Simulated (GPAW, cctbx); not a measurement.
## Bonding in ZnSn3Ir as X-rays see it

Aim: compute the bonding part of the density of ZnSn3Ir, find which reflections carry it, and see how it biases an ordinary refinement.

The start was made by putting kin elements into a known structure type; the compound need not exist, or be stable, in this form. All numbers below are calculated.

### 1. Find the equilibrium geometry

The density hangs on the geometry, so cell and atoms are relaxed first, with the symmetry held. The cutoff is set higher than for the density because stress converges slowly with plane waves.

Settings: GPAW 26.7.0, PBE, 570 eV, 5×5×5 k-points, Fermi–Dirac width 0.1 eV, BFGS to 0.03 eV/Å.

```text
cell
1.0
     4.353000000    0.000000000    0.000000000
     0.000000000    4.353000000    0.000000000
    -2.176500000   -2.176500000    5.025000000
Ir Sn Zn
1 3 1
Direct
0.645100000 0.645100000 0.290200000
0.257100000 0.757100000 0.514200000
0.757100000 0.257100000 0.514200000
0.403500000 0.403500000 0.807000000
0.000600000 0.000600000 0.001200000
```

```console
$ OMP_NUM_THREADS=1 mpirun -n 4 gpaw python run.py > gpaw.log
```

```text
BFGS:    0      -18.367359        4.671579
BFGS:    1      -19.366082        4.170661
BFGS:    2      -20.644803        2.923094
BFGS:    3      -21.339412        1.601170
...
BFGS:   28      -21.859354        0.104640
BFGS:   29      -21.860823        0.040670
BFGS:   30      -21.861372        0.004105
cell  4.4616 4.4616 6.9603  108.69 108.69 90.00
volume 123.501 A^3, largest force 0.003 eV/A, largest stress 0.02 GPa
```

The cell moved far, while the k-mesh and basis were chosen for the start, so the final shape may be somewhat biased.

After 30 steps the volume has changed by +29.7 % and the energy by -3.494 eV; the largest stress left is 0.02 GPa. It took 11 min on 4 cores of Intel(R) Xeon(R) Platinum 8488C (Sapphire Rapids) (shared host), peak memory 1.8 GiB.

Relaxed structure: I4mm (no. 107), a = 4.4616 Å, b = 4.4616 Å, c = 12.4086 Å, α = 90.00°, β = 90.00°, γ = 90.00°.

| atom | mult. | x | y | z |
| --- | --- | --- | --- | --- |
| Ir1 | 2 | 1/2 | 1/2 | 0.1151 |
| Sn1 | 4 | 0 | 1/2 | 0.2384 |
| Sn2 | 2 | 0 | 0 | 0.4068 |
| Zn1 | 2 | 0 | 0 | 0.0646 |

### 2. Density and charge transfer

X-rays see the whole electron density, so the PAW density is rebuilt with its core regions. Subtracting spherical free atoms from the same code cancels the cores and leaves the deformation density Δρ, the part due to bonding.

Settings: PBE, 450 eV, 6×6×6 k-points, Fermi–Dirac width 0.1 eV; primitive cell of 5 atoms.

```console
$ OMP_NUM_THREADS=1 mpirun -n 4 gpaw python run.py > gpaw.log
```

```text
|iter:   1|       0s |  -23.139252 | +0.43 |       |
|iter:   2|       2s |  -22.534922 | -0.82 | -1.31 |
|iter:   3|       4s |  -21.741493 | -1.10 | -1.39 |
...
|iter:  12|      23s |  -21.677713c| -6.53 | -5.32c|
|iter:  13|      25s |  -21.677713c| -6.98 | -5.68c|
|iter:  14|      26s |  -21.677713c| -7.66c| -6.16c|
```

```text
gpts.py:43: UserWarning: Initial realspace grid (24,24,35) inconsistent with symmetries.
gpts.py:43: UserWarning: Initial realspace grid (24,24,35) inconsistent with symmetries.
gpts.py:43: UserWarning: Initial realspace grid (24,24,35) inconsistent with symmetries.
gpts.py:43: UserWarning: Initial realspace grid (24,24,35) inconsistent with symmetries.
gpts.py:70: UserWarning: Using symmetrized grid: (35,35,35).
gpts.py:70: UserWarning: Using symmetrized grid: (35,35,35).
gpts.py:70: UserWarning: Using symmetrized grid: (35,35,35).
gpts.py:70: UserWarning: Using symmetrized grid: (35,35,35).
grid (70, 70, 70)  electrons 257.000  moved by bonding 0.961 e
deformation density beyond 0.5 A of the nuclei: max 0.106, min -0.068 e/A^3
atom        x       y       z   Voronoi charge  moment
Ir1    0.6151  0.6151  0.2302     -0.339       0.00
Sn2    0.7383  0.2383  0.4767      0.047       0.00
Sn3    0.2383  0.7383  0.4767      0.047       0.00
Sn4    0.4068  0.4068  0.8135      0.008       0.00
Zn5    0.0646  0.0646  0.1292      0.236       0.00
mean inner potential of superposed free atoms 19.359 V
total magnetic moment 0.000 muB
```

Deformation density in a plane through the shortest contact of the Ir atom at the origin, in 0.01 e/Å³ (clipped at ±99); x from -1.6 to 4.2 Å, y from 2.4 down to -2.4 Å:

```text
  .   .  -5  -3  -1   0   0   0   0   0   0   0   1   2  -1   0
  .   .  -5  -3  -1   0   0   0   0   0   0   0   2   2  -1  -1
 -2  -4  -2   2   1   0   0   0   0  -1  -1   0   2   4   2  -2
 -2   2   6   6   2  -1  -1   1   1  -1  -2  -1   1   4   4   1
  1   4   5   5   6   0  -3   2   3  -1  -3  -3  -2   2   3   2
  1   2   1  -2   .   0   2   5   6  -1  -1   .  -1  -2   1   1
  1   1   3   .   .   .  10   8   8  -2   .   .   .  -3   0   0
  1   2   1  -2   .  -1   2   5   6  -1  -1   .  -1  -2   1   1
  1   4   5   5   6   0  -3   2   3   0  -3  -3  -2   2   3   2
 -2   2   6   6   2  -1  -1   1   1  -1  -2  -1   1   4   4   1
 -2  -4  -2   2   1   0   0   0   0  -1  -1   0   2   4   2  -2
  .   .  -5  -3  -1   0   0   0   0   0   0   0   2   2  -1  -1
  .   .  -4  -3  -1   0   0   0   0   0   0   0   1   2  -1   0
```

Atoms in or within 0.15 Å of the plane: Ir (0.0, 0.0), Sn (-1.5, 2.2), Sn (-1.5, -2.2), Sn (2.6, 0.0) Å. Dots mark points within about 0.45 Å of a nucleus; large values next to them are atomic features.

Ir gains most (-0.34 e) and Zn loses most (+0.24 e), in averages over each element's sites, as electronegativity suggests. Along the shortest contact from the Ir atom at the map's origin, Ir–Sn at 2.59 Å, Δρ is +0.09 e/Å³ at the midpoint and highest, +0.11, 0.63 Å from Ir (points within 0.5 Å of a nucleus left out): a bond charge, the mark of covalency, pulled towards Ir. At the midpoints of other shortest contacts it is +0.05 (Sn–Sn, 3.06 Å), 0.00 (Sn–Zn, 3.10 Å) and +0.02 (Ir–Zn, 3.22 Å) e/Å³. Point values carry grid noise of about 0.01 e/Å³. The run needed 14 iterations, 38 s.

### 3. Structure factors

The Fourier components of Δρ, added to those of the free atoms, give the static X-ray structure factors; the Mott–Bethe relation turns them into the Fourier components V of the potential that fast electrons feel.

```text
static structure factors of the conventional cell: F in electrons, V (Mott-Bethe) in volts
   h  k  l      d  |F| table  |F| free   |F| DFT   change   |V| free  |V| DFT  change %
   0  0  2  6.2043   159.072   159.111   159.551    0.440     4.995    4.693     -6.1
   1  0  1  4.1985   134.427   134.429   135.161    0.732     3.666    3.444     -6.0
   1  1  0  3.1548   102.908   102.784   102.792    0.008     2.072    2.070     -0.1
   0  0  4  3.1021    40.253    40.231    40.366    0.135     1.090    1.143      4.8
   1  0  3  3.0333   111.713   111.663   111.823    0.159     3.098    3.090     -0.3
   1  1  2  2.8121   257.372   257.283   257.037   -0.247     7.259    7.300      0.6
   2  0  0  2.2308   406.935   406.511   406.009   -0.503     9.926    9.973      0.5
   1  1  4  2.2119   334.465   334.204   333.819   -0.385     7.983    8.018      0.4
   1  0  5  2.1688   202.624   202.414   201.894   -0.519     4.492    4.536      1.0
   2  0  2  2.0992   131.729   131.549   131.188   -0.361     2.840    2.869      1.0
   0  0  6  2.0681   287.713   287.393   286.538   -0.855     7.075    7.143      1.0
   2  1  1  1.9700   114.739   114.841   114.803   -0.038     2.229    2.231      0.1
   2  0  4  1.8111    36.443    36.509    36.352   -0.157     0.634    0.640      1.0
   2  1  3  1.7971    95.994    95.786    95.463   -0.323     2.067    2.084      0.8
```

The largest X-ray change is -0.85 e on 006, 0.3 % of |F|. For electrons V goes as (Z − F)/g², so a change of F counts against Z − F, which is small at low angle and wherever the atoms' terms cancel: |V| of 002 moves by -6.1 % (5.00 to 4.69 V) against +0.3 % in |F|. The last three rows still change by up to 0.32 e; the table stops while the angles are still low. The tabulated Hartree–Fock atoms differ from the free DFT atoms by up to 0.42 e, so the choice of reference atom matters too.

### 4. How cheap can the run be?

Cutoff and k-mesh: one is changed at a time, to find what the result needs.

| run | ΔF 006 (e) | ΔF 101 (e) | ΔF 105 (e) | q(Ir) (e) | moved (e) | time |
| --- | --- | --- | --- | --- | --- | --- |
| 450 eV 6×6×6 | -0.855 | +0.732 | -0.519 | -0.339 | 0.961 | 38 s |
| 250 eV 6×6×6 | -0.847 | +0.723 | -0.527 | -0.326 | 1.102 | 19 s |
| 350 eV 6×6×6 | -0.852 | +0.731 | -0.520 | -0.335 | 0.982 | 23 s |
| 750 eV 6×6×6 | -0.856 | +0.732 | -0.518 | -0.344 | 0.965 | 81 s |
| 450 eV 2×2×2 | -0.835 | +0.691 | -0.506 | -0.310 | 0.979 | 13 s |
| 450 eV 3×3×3 | -0.843 | +0.744 | -0.511 | -0.337 | 0.982 | 15 s |

Within 0.02 e of the base on all three: 450 eV 3×3×3, 250 eV 6×6×6, 350 eV 6×6×6 and 750 eV 6×6×6. The largest error, 0.041 e, comes with 450 eV 2×2×2. The moved charge is off by up to 15 % among these runs. Times are from shared hosts.

### 5. What a spherical-atom refinement makes of it

Routine crystallography fits spherical atoms. To see the bias, intensities are simulated from tabulated atoms plus the DFT change ΔF, so that bonding alone can misfit (4104 reflections of the full sphere, merged to the counts below, to 0.5 Å, 1 % proportional noise plus counting noise, assumed isotropic U as listed, Δρ smeared by the mean U) and refined with cctbx over different ranges.

| range | data | R1 | GooF | U Ir1 (true 0.0027) | U Sn1 (true 0.0032) | U Sn2 (true 0.0032) | U Zn1 (true 0.0039) | largest shift (Å) | Δρ max, min (e/Å³) |
| --- | --- | --- | --- | --- | --- | --- | --- | --- | --- |
| all data | 670 | 0.0038 | 0.91 | 0.0027 | 0.0032 | 0.0032 | 0.0039 | 0.0001 | 0.58, -0.38 |
| low resolution, d > 0.84 | 164 | 0.0035 | 0.97 | 0.0027 | 0.0032 | 0.0031 | 0.0039 | 0.0004 | 0.27, -0.14 |
| high order, d < 0.75 | 444 | 0.0041 | 0.92 | 0.0027 | 0.0032 | 0.0032 | 0.0039 | 0.0001 | 0.31, -0.24 |
| occupancies free, d > 0.7 | 268 | 0.0034 | 0.92 | 0.0027 | 0.0032 | 0.0032 | 0.0039 | 0.0005 | 0.27, -0.21 |

With all data GooF is 0.91, so at this noise the bonding hardly shows; the top residual peak lies 1.84 Å from Zn and 3.14 Å from Sn. No U is off by more than 3 s.u. at low resolution. With Ir1 held at 1 and the scale free, the other occupancies refine to Sn1 1.000(0.001), Sn2 1.000(0.002) and Zn1 1.000(0.003), within three s.u. of full.

### 6. Answer

Bonding moves 0.96 e in the primitive cell of ZnSn3Ir and changes the structure factors of the conventional cell in the table above by at most 0.85 e (006, 0.3 %), and among reflections above 2 % of the strongest by up to 0.5 % (101). The shortest bond, Ir–Sn, has Δρ = +0.09 e/Å³ at its midpoint, a covalent bond charge. Within 0.02 e of the base on all three: 450 eV 3×3×3, 250 eV 6×6×6, 350 eV 6×6×6 and 750 eV 6×6×6. The largest error, 0.041 e, comes with 450 eV 2×2×2. The moved charge is off by up to 15 % among these runs. With all data GooF is 0.91, so at this noise the bonding hardly shows. Limits: static density, frozen cores, no spin–orbit coupling.

[Outputs are excerpts: Python notices, other lines and further rows are left out; steps that failed or that the build refused (PBEsol, TPSS) are not shown.]

[Logs are printed without paths, hosts, clocks, repeated set-up lines and the standing remarks that a program may print on its own settings, such as how far it seeks lower states.]
